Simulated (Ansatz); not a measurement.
# Calculated records

### From HSE06 to G0W0: PtS2 (1T monolayer)

The cell holds 3 atoms: 1 Pt and 2 S. Its edges and angles: a = 3.538 Å, b = 3.538 Å, c = 28.100 Å, α = 90.0°, β = 90.0°, γ = 120.0°. Vacuum lies along c.

```
method                                             : G0W0 on HSE06, plane waves, PAW; PAW set soft_1 (and 1 further level or step)
program                                            : Ansatz 0.2.0
settings of one run                                : cutoff 420 eV, 6×6×1 k-mesh, PAW set soft 1, empty bands 274, screening cutoff 54 eV, screening contour deformation, QP bands (v2, c2)
cost                                               : 2 runs, 1.8 min in all on 8 threads of INTEL XEON PLATINUM 8581C at 2.10GHz (Emerald Rapids), shared host (the runs of this entry)
notes                                              : In doubt: masses and optical values from hybrid runs of this build are listed as unsure (in some of the runs), which bears on the screening that GW takes from such a start. Values taken over the cell’s volume include its vacuum. The structure was relaxed with PBEsol. Limits: coarse mesh for a sheet; no spin polarisation; d states lean on the start; no spin-orbit coupling. The runs have no spin polarisation, and the cell holds Pt; whether a magnetic state lies lower is not shown here.
HSE06 gap over mesh and listed points              : 2.671 eV, from k = (0.167, 0.167, 0.000) to k = (0.250, 0.000, 0.000)
G0W0@HSE06 gap over 6 of 7 irreducible mesh points : 3.682 eV, from k = (0.167, 0.167, 0.000) to k = (0.000, 0.167, 0.000)
GW settings                                        : 6×6×1 mesh, 274 empty bands, screening to 54 eV, PAW set soft_1 files
known limits                                       : finite bands, screening cutoff and k mesh; no spin-orbit coupling in G0W0; no spin polarisation
```

Over 6 of 7 irreducible mesh points the G0W0 gap is 3.682 eV, from k = (0.167, 0.167, 0.000) to k = (0.000, 0.167, 0.000). The HSE06 gap of this run on the mesh is 2.955 eV. The two states that bound the G0W0 gap lie that far apart at the start, so the correction of the gap is 3.682 − 2.955 = +0.727 eV. The valence state moves by −6.899 − (−7.015) = +0.116 eV and the conduction state by −3.216 − (−4.061) = +0.845 eV, on the run's own scale; how far single levels stand from their limit in bands is not shown.

[Paths, hosts, dates, memory and timing lines, banners, echoed tables and standing remarks are left out of the program output.]

[Logs are printed without paths, hosts, clocks, repeated set-up lines and the standing remarks that a program may print on its own settings, such as how far it seeks lower states.]

[Runs of the session that timed out or met a known fault of the program may be left out.]

[Cells called generated may have been cut or substituted from an entry of the Crystallography Open Database or the Materials Project.]

[Hosts, paths, dates, database ids (printed as entryN), source tags and the programs' standing remarks are cut or masked in the printed files.]
